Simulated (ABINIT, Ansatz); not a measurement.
An input for ABINIT 10.8.3 (Be3N2 (R3m)):

```
acell 3*1.0 Angstrom
rprim 
  1.419805055509 0.819724830995 4.866215662800
  -1.419805055509 0.819724830995 4.866215662800
  -0.000000000000 -1.639449661990 4.866215662800
ntypat 2
znucl 4 7
natom 5
typat 1 1 1 2 2
xred 
  0.859001080000 0.859001080000 0.859001080000
  0.317694560000 0.317694560000 0.317694560000
  0.088806770000 0.088806770000 0.088806770000
  0.204162680000 0.204162680000 0.204162680000
  0.708434910000 0.708434910000 0.708434910000
pp_dirpath "pseudos"
pseudos "Be.upf, N.upf"
ecut 38
ngkpt 8 8 8
nshiftk 1
shiftk 0 0 0
kptopt 1
chksymbreak 0
nband 17
occopt 1
tolvrs 1e-10
nstep 60
prtwf 0
optforces 0
optstress 0
indata_prefix "in"
outdata_prefix "out"
tmpdata_prefix "tmp"
```

```sh
OMP_NUM_THREADS=1 mpirun -n 4 abinit run.abi > log
```

**Question.** Estimate wall time and host memory on 4 MPI ranks of Arm Neoverse V2, shared host.

It took 47 s; on shared hardware allow 23 s to 93 s. Peak host memory was 0.44 GiB.

[Paths, hosts, dates, memory and timing lines, banners, echoed tables and standing remarks are left out of the program output.]

[Logs are printed without paths, hosts, clocks, repeated set-up lines and the standing remarks that a program may print on its own settings, such as how far it seeks lower states.]

[Runs of the session that timed out or met a known fault of the program may be left out.]

[Hosts, paths, dates, database ids (printed as entryN), source tags and the programs' standing remarks are cut or masked in the printed files.]

[G0W0 gaps are taken among the corrected bands and points alone; a level outside them can change the order at an edge.]

[Where Ansatz stands beside ABINIT at settings called matched, ABINIT's density can come from a denser mesh and the files from another edition; pairs whose starting gaps differed by over 0.03 eV were left out, so agreement reads better than it is.]
